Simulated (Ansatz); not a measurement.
# Ba3V: relaxing a made-up structure

This structure for Ba3V is made up. Its elements were placed in a known structure type with a cell scaled to their sizes. What cell does the guess relax to, and how far off was it?

Program: Ansatz 0.2.0. Level of theory: DFT, PBEsol, plane-wave PAW, files of the set soft_1, scalar-relativistic, ferromagnetic start, cell and ions relaxed at zero pressure; PAW set soft_1, in the first sound run; inputs show where later runs differ. Results are calculated unless marked as measured.

**1. The structure**

It takes space group P-6m2 (No. 187, hexagonal). Conventional cell: a = 3.893 Å, b = 3.893 Å, c = 13.114 Å, α = 90.00°, β = 90.00°, γ = 120.00°. Ba has 9 Ba at 3.89 to 4.02 Å and 3 V at 3.93 Å nearest. Nearest to Ba lie 12 Ba at 3.89 to 4.02 Å. V has 6 V at 3.89 Å and 6 Ba at 3.93 Å nearest. Farther neighbours are not listed.

**2. Relaxation of the guess**

The guessed cell has no reason to be at equilibrium. It is relaxed with the atoms, within the space group of the guess.

The input, input.yaml:

```yaml
crystal:
  lattice:
    - [3.893, 0.0, 0.0]
    - [-1.9465, 3.371436897, 0.0]
    - [0.0, 0.0, 13.114]
  atoms:
    - { symbol: Ba, position: [0.666666667, 0.333333333, 0.2545] }
    - { symbol: Ba, position: [0.666666667, 0.333333333, 0.7455] }
    - { symbol: Ba, position: [0.0, 0.0, 0.0] }
    - { symbol: V, position: [0.0, 0.0, 0.5], spin: 2.0 }
magnetization:
  spin_polarized: true
kpoints:
  mp_grid: { grid: [8, 8, 2] }
scf:
  occupations: { method: fermi_dirac, width: 0.05 }
hamiltonian:
  xc: pbesol
  pseudopotentials: { kind: paw, azcp: { folder: soft_1 }, xc_functional: pbe }
relax:
  f_tol: 0.015
  max_steps: 70
  cell: {}
output:
  forces: true
  stress: true
```

Command:

```console
> ansatz run input.yaml --threads 4 --pin off --max-ram 10240MiB --backend cpu --events-out ev --progress --plain --runs-dir out
```

Numbers of over 12 decimals in the logs are rounded to 6 here.

Output:

```text
Engine: ansatz 0.2.0, aarch64-unknown-linux-gnu
Pseudopotentials: kind: paw
Pseudopotential: Ba, paw, valence charge 10, recommended cutoff 420 eV (normal), soft_1/Ba.paw.azcp
Pseudopotential: V, paw, valence charge 13, recommended cutoff 420 eV (normal), soft_1/V.paw.azcp
Functional definition: PBEsol
  exchange = pbesol_x
  correlation = pbesol_c
Crystal: 4 atoms, lattice volume = 172.121 Å³
Basis set: ecut = 420 eV, 3391 PW (Γ), exchange–correlation on 54×54×180 points (8 copies of the dense FFT grid, shifted against one another)
Bands: 27, of which v1, the nominal top of the filled ones, is band 22 counted from 1 (21 counted from 0)
Symmetry: 12 space group operations
Space group: P-6m2 (ITA 187), of the structure as read, at distance tolerance 5.6e-5 Å
Magnetic group: BNS 187.209 (UNI 1439), of the structure as read, at distance tolerance 5.6e-5 Å
k-points: 20 of 128 (time reversal used)
Non-local potential: Ba, projectors of the file, l = 0: 3, l = 1: 2, l = 2: 2, l = 3: 2
Non-local potential: V, projectors of the file, l = 0: 3, l = 1: 2, l = 2: 3, l = 3: 1
PAW form: soft (Blöchl's): semilocal exchange-correlation on the pseudo side does not see the compensation charge
PAW frozen core: Ba, regenerated for the run's functional, and the local potential with it (the file was generated under x = pbe(κ = 0.804, μ = 0.219515), c = pbe(β = 0.066725))
PAW frozen core: V, regenerated for the run's functional, and the local potential with it (the file was generated under x = pbe(κ = 0.804, μ = 0.219515), c = pbe(β = 0.066725))
PAW one-centre angular grid: Ba, 194 points (default); XC on 64 Gauss nodes
PAW one-centre angular grid: V, 590 points (default); XC on 64 Gauss nodes
Initial density: superposition of atomic densities (chi_scale 0.1, normalization cell, long waves kept (reshape's long-wave potential 0.95 eV rms))
Starting moments: Σ|m| = 2 μB on 1 of 4 sites
Initial wavefunctions: pseudopotential atomic-orbital guess
Functional: x = pbesol(κ = 0.804, μ = 0.123457), c = pbesol(β = 0.046)
SCF iter   1: F=—  HF=-20469.542865 eV  |F-HF|=—  |Δ(HF+E_count)|=         —  Δρ=1.12e-1 (↑1.12e-1 ↓4.02e-2)  dr2=4.51e2  dr2_m=2.55e0  M=0.289 μB ∫|m|=0.301 μB  β_m=0.30  ethr=3.10e-3  ⟨swp⟩=10.6  Hψ=6193  notcnv=0
Mixer restart at iter 1: flushing history
preconditioner: auto → Kerker (q_TF=auto, 2.165 Å⁻¹)  [metal: Δε(μ)=0.020 eV  Ē_g=2.406 eV  σ=0.050 eV  W_gap=0.10  n_scr=38 (ndim 8)  ℏωp=9.4 eV  f_vac=0.000  D(μ)=4.86/eV (n_scr^D=38)]
spin=Collinear: Kerker preconditioning applied to the charge; magnetization (m = ρ↑ − ρ↓) channel mixes plain (no charge-response kernel on spin).
SCF iter   2: F=—  HF=-20471.680242 eV  |F-HF|=—  |Δ(HF+E_count)|=    2.14e0  Δρ=2.64e-2 (↑2.64e-2 ↓2.34e-2)  dr2=7.95e1  dr2_m=3.41e-1  M=1.999 μB ∫|m|=2.108 μB  β_m=0.32  ethr=3.10e-3  ⟨swp⟩=7.7  Hψ=6842  notcnv=0
SCF iter   3: F=—  HF=-20469.214420 eV  |F-HF|=—  |Δ(HF+E_count)|=    2.47e0  Δρ=2.53e-2 (↑2.53e-2 ↓1.44e-2)  dr2=2.47e1  dr2_m=3.33e-1  M=2.453 μB ∫|m|=2.470 μB  β_m=0.46  ethr=3.10e-3  ⟨swp⟩=7.6  Hψ=8376  notcnv=0  defer=1
automatic band count: the SCF goes on with 31 bands, as 27 were too few: the levels above may hold too much charge
SCF iter   4: F=—  HF=-20469.268707 eV  |F-HF|=—  |Δ(HF+E_count)|=   5.43e-2  Δρ=1.90e-2 (↑1.90e-2 ↓4.65e-3)  dr2=1.29e0  dr2_m=1.80e-1  M=3.088 μB ∫|m|=3.257 μB  β_m=0.73  ethr=3.10e-3  ⟨swp⟩=3.0  Hψ=3086  notcnv=0
SCF iter   5: F=—  HF=-20469.866232 eV  |F-HF|=—  |Δ(HF+E_count)|=   5.98e-1  Δρ=1.63e-2 (↑1.63e-2 ↓3.49e-3)  dr2=8.17e-1  dr2_m=1.39e-1  M=3.574 μB ∫|m|=3.956 μB  β_m=0.83  ethr=3.01e-3  ⟨swp⟩=2.5  Hψ=1996  notcnv=0  defer=1
SCF iter   6: F=—  HF=-20470.007443 eV  |F-HF|=—  |Δ(HF+E_count)|=   1.41e-1  Δρ=5.74e-3 (↑5.74e-3 ↓1.97e-3)  dr2=6.00e-2  dr2_m=2.07e-2  M=3.732 μB ∫|m|=4.303 μB  β_m=0.83  ethr=1.90e-3  ⟨swp⟩=3.0  Hψ=3073  notcnv=0  defer=24
SCF iter   7: F=—  HF=-20470.025355 eV  |F-HF|=—  |Δ(HF+E_count)|=         —  Δρ=2.47e-3 (↑2.47e-3 ↓1.14e-3)  dr2=1.52e-2  dr2_m=4.48e-3  M=3.711 μB ∫|m|=4.288 μB  β_m=0.83  ethr=1.40e-4  ⟨swp⟩=2.9  Hψ=2690  notcnv=0  defer=25
SCF iter   8: F=—  HF=-20470.027483 eV  |F-HF|=—  |Δ(HF+E_count)|=   2.13e-3  Δρ=3.78e-4 (↑3.04e-4 ↓3.78e-4)  dr2=2.39e-3  dr2_m=1.01e-4  M=3.684 μB ∫|m|=4.343 μB  β_m=0.92  ethr=3.54e-5  ⟨swp⟩=2.1  Hψ=1677  notcnv=0  defer=29
SCF iter   9: F=—  HF=-20470.028434 eV  |F-HF|=—  |Δ(HF+E_count)|=   9.51e-4  Δρ=2.16e-4 (↑2.03e-4 ↓2.16e-4)  dr2=1.22e-3  dr2_m=3.41e-5  M=3.656 μB ∫|m|=4.386 μB  β_m=0.96  ethr=5.57e-6  ⟨swp⟩=2.0  Hψ=1461  notcnv=0  defer=29
SCF iter  10: F=—  HF=-20470.028776 eV  |F-HF|=—  |Δ(HF+E_count)|=   3.42e-4  Δρ=1.29e-4 (↑1.29e-4 ↓9.60e-5)  dr2=1.85e-4  dr2_m=1.46e-5  M=3.629 μB ∫|m|=4.423 μB  β_m=0.98  ethr=2.84e-6  ⟨swp⟩=2.0  Hψ=1422  notcnv=0  defer=32
SCF iter  11: F=—  HF=-20470.028909 eV  |F-HF|=—  |Δ(HF+E_count)|=   1.34e-4  Δρ=5.07e-5 (↑5.07e-5 ↓4.78e-5)  dr2=6.39e-6  dr2_m=3.38e-6  M=3.605 μB ∫|m|=4.446 μB  β_m=0.99  ethr=4.29e-7  ⟨swp⟩=2.0  Hψ=1636  notcnv=0  defer=32
SCF iter  12: F=—  HF=-20470.028958 eV  |F-HF|=—  |Δ(HF+E_count)|=   4.88e-5  Δρ=3.52e-5 (↑3.52e-5 ↓1.76e-5)  dr2=3.06e-6  dr2_m=8.13e-7  M=3.588 μB ∫|m|=4.462 μB  β_m=0.99  ethr=1.49e-8  ⟨swp⟩=2.7  Hψ=2277  notcnv=0  defer=32
SCF iter  13: F=—  HF=-20470.028967 eV  |F-HF|=—  |Δ(HF+E_count)|=   9.10e-6  Δρ=1.06e-5 (↑1.06e-5 ↓7.72e-6)  dr2=2.79e-7  dr2_m=1.07e-7  M=3.581 μB ∫|m|=4.468 μB  β_m=1.00  ethr=7.11e-9  ⟨swp⟩=2.1  Hψ=1985  notcnv=0  defer=32
SCF iter  14: F=—  HF=-20470.028969 eV  |F-HF|=—  |Δ(HF+E_count)|=   1.81e-6  Δρ=3.35e-6 (↑3.35e-6 ↓2.17e-6)  dr2=1.64e-8  dr2_m=1.04e-8  M=3.578 μB ∫|m|=4.471 μB  β_m=1.00  ethr=6.50e-10  ⟨swp⟩=2.9  Hψ=2097  notcnv=0  defer=32
SCF iter  15: F=-20470.028969 eV  HF=-20470.028969 eV  |F-HF|=2.95e-8  |Δ(HF+E_count)|=   1.11e-7  Δρ=2.50e-6 (↑2.50e-6 ↓7.63e-7)  dr2=3.45e-8  dr2_m=2.78e-9  M=3.577 μB ∫|m|=4.471 μB  ethr=3.81e-11  ⟨swp⟩=1.9  Hψ=4067  notcnv=0
SCF 1 converged in 15 iterations: F = -20470.028969 eV  dr2 = 3.45e-8
  greatest PAW one-centre occupation: 0.999 electrons in one spin orbital (limit 2), on the V atom at site 3 (counted from 0), in its partial waves of l = 0
relax step   1: F+E_penalty+E_count = -20470.02896917 eV  Δ(F+E_penalty+E_count) = +0.000e0 eV  max|allowed force component| = 7.910e-1 eV/Å  Δτ_max = 0.0000 Å  P = -0.234 GPa  Ω = 172.121 Å³  (15 SCF iters, dr2 threshold 1.00e-7 eV, accepted)
Crystal: 4 atoms, lattice volume = 171.326 Å³
[...]
relax step   6: F+E_penalty+E_count = -20470.74892828 eV  Δ(F+E_penalty+E_count) = -7.345e-3 eV  max|allowed force component| = 2.332e-2 eV/Å  Δτ_max = 0.0042 Å  P = +0.077 GPa  Ω = 177.537 Å³  energy of the carried Pulay correction = -3.147e-4 eV  (9 SCF iters, dr2 threshold 3.77e-7 eV, accepted)
[...]
relax step   7: F+E_penalty+E_count = -20470.74948700 eV  Δ(F+E_penalty+E_count) = -5.587e-4 eV  max|allowed force component| = 6.635e-3 eV/Å  Δτ_max = 0.0124 Å  P = -0.015 GPa  Ω = 178.997 Å³  energy of the carried Pulay correction = -3.979e-4 eV  (10 SCF iters, dr2 threshold 3.40e-8 eV, accepted)
Basis set: ecut = 420 eV, 3455 PW (Γ), exchange–correlation on 60×60×162 points (8 copies of the dense FFT grid, shifted against one another)
Initial wavefunctions: pseudopotential atomic-orbital guess (no wavefunctions were taken with the density)
iter 1 solved again at ethr=8.89e-7 eV; its pass at ethr=3.10e-3 eV (dr2=3.82e-4 eV) is discarded
SCF iter   1: F=—  HF=-20470.750275 eV  |F-HF|=—  |Δ(HF+E_count)|=         —  Δρ=2.71e-4 (↑2.71e-4 ↓1.55e-4)  dr2=1.49e-5  dr2_m=6.23e-6  M=3.459 μB ∫|m|=4.462 μB  β_m=0.65  ethr=8.89e-7  ⟨swp⟩=3.0  Hψ=9053  notcnv=0
preconditioner: auto → Kerker (q_TF=auto, 1.975 Å⁻¹)  [metal: Δε(μ)=0.012 eV  Ē_g=10.158 eV  σ=0.050 eV  W_gap=0.06  n_scr=24 (ndim 8)  ℏωp=14.9 eV  f_vac=0.000  D(μ)=6.75/eV (n_scr^D=50)]
spin=Collinear: Kerker preconditioning applied to the charge; magnetization (m = ρ↑ − ρ↓) channel mixes plain (no charge-response kernel on spin).
SCF iter   2: F=—  HF=-20470.750690 eV  |F-HF|=—  |Δ(HF+E_count)|=   4.15e-4  Δρ=9.58e-5 (↑9.58e-5 ↓5.57e-5)  dr2=1.28e-6  dr2_m=7.44e-7  M=3.459 μB ∫|m|=4.461 μB  β_m=0.64  ethr=3.46e-8  ⟨swp⟩=2.0  Hψ=1439  notcnv=0
SCF iter   3: F=—  HF=-20470.750744 eV  |F-HF|=—  |Δ(HF+E_count)|=   5.41e-5  Δρ=8.74e-6 (↑8.74e-6 ↓4.20e-6)  dr2=3.77e-7  dr2_m=3.08e-8  M=3.460 μB ∫|m|=4.461 μB  β_m=0.82  ethr=2.97e-9  ⟨swp⟩=2.1  Hψ=1813  notcnv=0
SCF iter   4: F=—  HF=-20470.750745 eV  |F-HF|=—  |Δ(HF+E_count)|=   9.83e-7  Δρ=7.65e-6 (↑7.65e-6 ↓2.08e-6)  dr2=4.85e-7  dr2_m=2.56e-8  M=3.460 μB ∫|m|=4.461 μB  β_m=0.91  ethr=8.78e-10  ⟨swp⟩=2.0  Hψ=1477  notcnv=0
SCF iter   5: F=—  HF=-20470.750745 eV  |F-HF|=—  |Δ(HF+E_count)|=   3.45e-7  Δρ=6.64e-6 (↑6.64e-6 ↓2.30e-6)  dr2=1.22e-7  dr2_m=1.29e-8  M=3.461 μB ∫|m|=4.462 μB  β_m=0.85  ethr=8.78e-10  ⟨swp⟩=2.5  Hψ=2218  notcnv=0
SCF iter   6: F=—  HF=-20470.750745 eV  |F-HF|=—  |Δ(HF+E_count)|=   1.94e-8  Δρ=4.96e-6 (↑4.96e-6 ↓1.06e-6)  dr2=6.46e-8  dr2_m=1.22e-8  M=3.460 μB ∫|m|=4.461 μB  β_m=0.72  ethr=2.84e-10  ⟨swp⟩=2.5  Hψ=2226  notcnv=0
SCF iter   7: F=—  HF=-20470.750745 eV  |F-HF|=—  |Δ(HF+E_count)|=   6.33e-8  Δρ=2.56e-6 (↑2.56e-6 ↓6.17e-7)  dr2=1.54e-8  dr2_m=3.17e-9  M=3.461 μB ∫|m|=4.461 μB  β_m=0.86  ethr=1.50e-10  ⟨swp⟩=2.0  Hψ=1485  notcnv=0
SCF iter   8: F=—  HF=-20470.750745 eV  |F-HF|=—  |Δ(HF+E_count)|=   1.89e-8  Δρ=6.95e-7 (↑6.95e-7 ↓2.77e-7)  dr2=1.04e-9  dr2_m=2.96e-10  M=3.461 μB ∫|m|=4.461 μB  β_m=0.93  ethr=3.58e-11  ⟨swp⟩=2.3  Hψ=2119  notcnv=0
SCF iter   9: F=—  HF=-20470.750742 eV  |F-HF|=—  |Δ(HF+E_count)|=   3.19e-6  Δρ=1.51e-7 (↑1.51e-7 ↓1.44e-7)  dr2=1.02e-10  dr2_m=1.69e-11  M=3.461 μB ∫|m|=4.461 μB  β_m=0.87  ethr=2.41e-12  ⟨swp⟩=2.6  Hψ=2235  notcnv=0
SCF iter  10: F=—  HF=-20470.750742 eV  |F-HF|=—  |Δ(HF+E_count)|=  2.04e-10  Δρ=1.21e-7 (↑1.21e-7 ↓8.31e-8)  dr2=4.43e-11  dr2_m=1.00e-11  M=3.461 μB ∫|m|=4.461 μB  β_m=0.93  ethr=1.00e-12  ⟨swp⟩=1.7  Hψ=1309  notcnv=0
SCF iter  11: F=—  HF=-20470.750742 eV  |F-HF|=—  |Δ(HF+E_count)|=  1.24e-10  Δρ=2.06e-8 (↑2.06e-8 ↓1.52e-8)  dr2=1.28e-12  dr2_m=4.04e-13  M=3.461 μB ∫|m|=4.461 μB  β_m=0.97  ethr=1.00e-12  ⟨swp⟩=2.0  Hψ=1460  notcnv=0
SCF iter  12: F=—  HF=-20470.750742 eV  |F-HF|=—  |Δ(HF+E_count)|=  3.64e-12  Δρ=8.69e-8 (↑8.69e-8 ↓7.36e-9)  dr2=4.17e-11  dr2_m=2.92e-12  M=3.461 μB ∫|m|=4.461 μB  β_m=0.98  ethr=1.00e-12  ⟨swp⟩=1.0  Hψ=1240  notcnv=0
SCF iter  13: F=-20470.750742 eV  HF=-20470.750742 eV  |F-HF|=3.64e-12  |Δ(HF+E_count)|=  3.64e-12  Δρ=5.66e-8 (↑5.66e-8 ↓4.24e-9)  dr2=1.54e-11  dr2_m=1.28e-12  M=3.461 μB ∫|m|=4.461 μB  ethr=1.00e-12  ⟨swp⟩=2.0  Hψ=3006  notcnv=0
SCF 8 converged in 13 iterations: F = -20470.750742 eV  dr2 = 1.54e-11
relax step   8: F+E_penalty+E_count = -20470.75074186 eV  Δ(F+E_penalty+E_count) = -1.255e-3 eV  max|allowed force component| = 6.731e-3 eV/Å  Δτ_max = 0.0000 Å  P = -0.003 GPa  Ω = 178.997 Å³  stress off target by 1.97e-2 GPa  SCF on the basis re-selected at this cell (its energy is not comparable with the rows above)  (13 SCF iters)
basis re-selected at this cell: Δ(F+E_penalty+E_count) = -1.255e-3 eV, ΔP = +0.012 GPa vs the last step (what re-selecting the basis moved, of the pressure what is left beyond the Pulay correction that the steps carried, after the strain that the cell walked since its last selection, with what the two solves' SCF thresholds leave and, on support functions, any second-order correction that the steps lacked; it is no measure of the basis error at this ecutwfc). The dense FFT grid was sized anew with the basis: this SCF ran on 30×30×81 points, the steps before it on 27×27×90, so part of this shift can come from that change (see relax.cell in the input reference). [rest of the remark cut]
SCF converged after 13 iterations
Magnetization: 3.4608 μB (23.2304 up, 19.7696 down)
Absolute magnetization: 4.4650 μB (∫|ρ↑−ρ↓|, with the PAW one-centre terms)
Spin contamination: 0.5485 ħ² per cell (⟨S²⟩ above its minimum at these occupations)
Per-site moments (μB) at R_I (Å): [(0.053692, 1.391768), (0.053692, 1.391768), (-0.130582, 1.711498), (3.235310, 1.391768)]
Free energy (F): -20470.750742 eV
Harris-Foulkes:  -20470.750742 eV  (|F-HF|=3.64e-12)
Internal energy: -20470.695130 eV  (E = F + TS)
E sigma→0 (E₀):  -20470.722936 eV
Entropy (-TS):   -0.055612 eV (-13.903 meV/atom)
Fermi energy:    7.437023 eV
--- Per-component energies (eV) ---
  E_band       = -453.249851
  E_kinetic    = 769.382677
  E_local      = -3366.437446  (includes V_loc(G=0)·N_el)
  E_nonlocal   = 373.931226
  E_hartree    = 1318.160647
  E_xc         = -696.642261
  E_vxc        = -520.414701  (∫ρ·V_xc dr)
  E_paw        = -16434.085347  (= ΣΔE_a)
  E_vpaw       = -346.033702  (= ΣTr[D̂ρ^β])
  E_aug_tail   = 0.001040  (compensation charges beyond the density's cutoff)
  E_ewald      = -2435.609658
  E_core_change = 0.603992  (= ΣΔE_core)
  E_smearing   = -0.055612  (= −TS)
  E_closure    = -0.000000  (closes the sum)
  Σ components = -20470.750742   (vs F -20470.750742, Δ=0.00e0)
--- Forces (eV/Å), atoms counted from 1 ---
  atom   1  Ba     0.00000000    -0.00000000     0.00673103
  atom   2  Ba     0.00000000    -0.00000000    -0.00673103
  atom   3  Ba     0.00000000     0.00000000    -0.00000000
  atom   4  V      0.00000000    -0.00000000    -0.00000000
  max |Σ_I F_I| component: 1.30e-16 eV/Å
--- Stress (GPa, compression-positive) ---
        0.005886       0.000000       0.000000
        0.000000       0.005886       0.000000
        0.000000       0.000000      -0.019688
  P = ⅓ Tr σ = -0.0026 GPa (-0.026 kbar)
--- Relaxed structure (7 steps of the walk, 7 accepted, 1 SCFs on fresh bases) ---
  F+E_penalty+E_count = -20470.75074186 eV   max|allowed force component| = 6.731e-3 eV/Å   (the final SCF, on the basis selected at the relaxed cell)
  cell:  # Å, volume = 178.9970 Å³
    - [4.149087, 0, 0]
    - [-2.074544, 3.593215, -1.165573429389797e-18]
    - [0.0, -4.533773112221504e-18, 12.006323]
  atoms:
    - { symbol: Ba, position: [0.666667, 0.333333, 0.302103] }
    - { symbol: Ba, position: [0.666667, 0.333333, 0.697897] }
    - { symbol: Ba, position: [-2.7755575615628914e-17, 1.8503717085702416e-17, 5.291210846352933e-19] }
    - { symbol: V, position: [-2.775557561562892e-17, 1.8503717085702404e-17, 0.5] }
```

The job ended after 44 s (4 threads of Arm Neoverse V2, shared host; peak memory 0.57 GiB).

Step by step:

```
step  energy less that of the first step (eV)  largest force component (eV/Å)  pressure (GPa)  volume (Å³)
   1                                   0.0000                          0.7910           -0.23       172.12
   2                                  -0.3291                          0.6355           -0.23       171.33
   3                                  -0.5767                          0.3744            0.03       169.77
   4                                  -0.6956                          0.0428            0.35       169.97
   5                                  -0.7126                          0.0307            0.27       173.29
   6                                  -0.7200                          0.0233            0.08       177.54
   7                                  -0.7205                          0.0066           -0.01       179.00
  8*                                  -0.7218                          0.0067            0.00       179.00
```

Relaxation steps marked * repeat the geometry before them on a plane-wave basis chosen anew for their cell, so energy and pressure can jump there.

Forces are held to the 12 operations that the run works with; a distortion that breaks them can't arise in this run.

```
conventional cell, symmetrised  before   after  change
                         a (Å)   3.893   4.149  +6.6 %
                         b (Å)   3.893   4.149  +6.6 %
                         c (Å)  13.114  12.006  -8.4 %
              volume (Å³/atom)   43.03   44.75  +4.0 %
```

The atoms that moved most (Å, as changes of fractional coordinates times the final cell):

```
atom     dx     dy      dz  length
 Ba1  0.000  0.000   0.572   0.572
 Ba2  0.000  0.000  -0.572   0.572
```

Final coordinates:

```cif
data_structure
_symmetry_space_group_name_H-M 'P 1'
_symmetry_Int_Tables_number 1
_cell_length_a 4.1491
_cell_length_b 4.1491
_cell_length_c 12.0063
_cell_angle_alpha 90.000
_cell_angle_beta 90.000
_cell_angle_gamma 120.000
_cell_volume 179.00
loop_
_atom_site_label
_atom_site_type_symbol
_atom_site_fract_x
_atom_site_fract_y
_atom_site_fract_z
_atom_site_occupancy
Ba1 Ba 0.66667 0.33333 0.30210 1
Ba2 Ba 0.66667 0.33333 0.69790 1
Ba3 Ba 0.00000 0.00000 0.00000 1
V4 V 0.00000 0.00000 0.50000 1
```

This step gave:

```yaml
free_energy: -20470.7507 eV
energy_at_zero_smearing: -20470.7229 eV
smearing_term_ts: 0.05561 eV
fermi_energy: 7.437 eV
magnetization: 3.461 μB
absolute_magnetization: 4.465 μB
site_moments: 0.05369, 0.05369, -0.1306, 3.235 μB
electrons: 43
symmetry_operations: 12
pressure: -0.002639 GPa
```

Site moment by atom:

```
atom  site moment (μB)
 Ba1              0.05
 Ba2              0.05
 Ba3             -0.13
  V4              3.24
```

Shortest distances by pair of elements, guess and relaxed (not always the same contact):

```
 pair  guess (Å)  relaxed (Å)
 Ba–V      3.926        3.374
Ba–Ba      3.893        4.149
  V–V      3.893        4.149
```

The relaxation ends with a largest force component of 0.0067 eV/Å and a pressure of 0.00 GPa.

[end of part 1 of 2]

[Logs are printed without paths, hosts, clocks, repeated set-up lines and the standing remarks that a program may print on its own settings, such as how far it seeks lower states.]

[Hosts, paths, dates, database ids (printed as entryN), source tags and the programs' standing remarks are cut or masked in the printed files.]
